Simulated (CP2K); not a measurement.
Consider butanone at its PBE geometry (Å).

```xyz
13

C     1.5739    0.2769   -0.3879
C     0.6266   -0.6671    0.3734
C    -0.7894   -0.6351   -0.1851
C    -1.6558    0.5508    0.1943
O    -1.2102   -1.5311   -0.9107
H     2.5884    0.2187    0.0279
H     1.2481    1.3238   -0.3225
H     1.6277    0.0026   -1.4499
H     0.9863   -1.7013    0.3001
H     0.6030   -0.3831    1.4373
H    -1.1361    1.5015    0.0019
H    -1.8600    0.5194    1.2767
H    -2.6026    0.5238   -0.3554
```

Method: CP2K XAS_TDP, all-electron GAPW, PBEh(45%), aug-cc-pVDZ, TDA, GW2X-corrected core level, no relativity.

Q: Predict the bright core excitations at the O K edge.

Leading lines: O5 531.39 eV. The leading line of an atom is its first one with 35 % of the strongest within 2.5 eV of its lowest line over the strength cut. Core ionisation energies at this level: O5 537.61 eV.

The first six lines of each atom with a strength over 0.0015:

```tsv
atom	energy (eV)	states	strength, one atom	above the computed threshold
O5 (bonded to C)	531.39	1	0.0444	
	536.81	1	0.0017	
	538.04	1	0.0015	yes
	538.94	1	0.0023	yes
	539.08	1	0.0018	yes
	539.43	1	0.0017	yes
```

Lines are vertical, at one geometry, with no vibrational structure. GW2X ionisation energies and lines can be off by 1 to 2 eV either way, and a good line position may hide errors that cancel. These values hold no scalar relativity, about 0.4 eV for O 1s. Rydberg lines, and the discretised continuum above threshold, depend on the basis and the box.

[Banner, clock and machine lines of the logs are left out without a mark of their own.]

[Logs are printed without paths, hosts, clocks, repeated set-up lines and the standing remarks that a program may print on its own settings, such as how far it seeks lower states.]

[Hosts, paths, dates, database ids (printed as entryN), source tags and the programs' standing remarks are cut or masked in the printed files.]
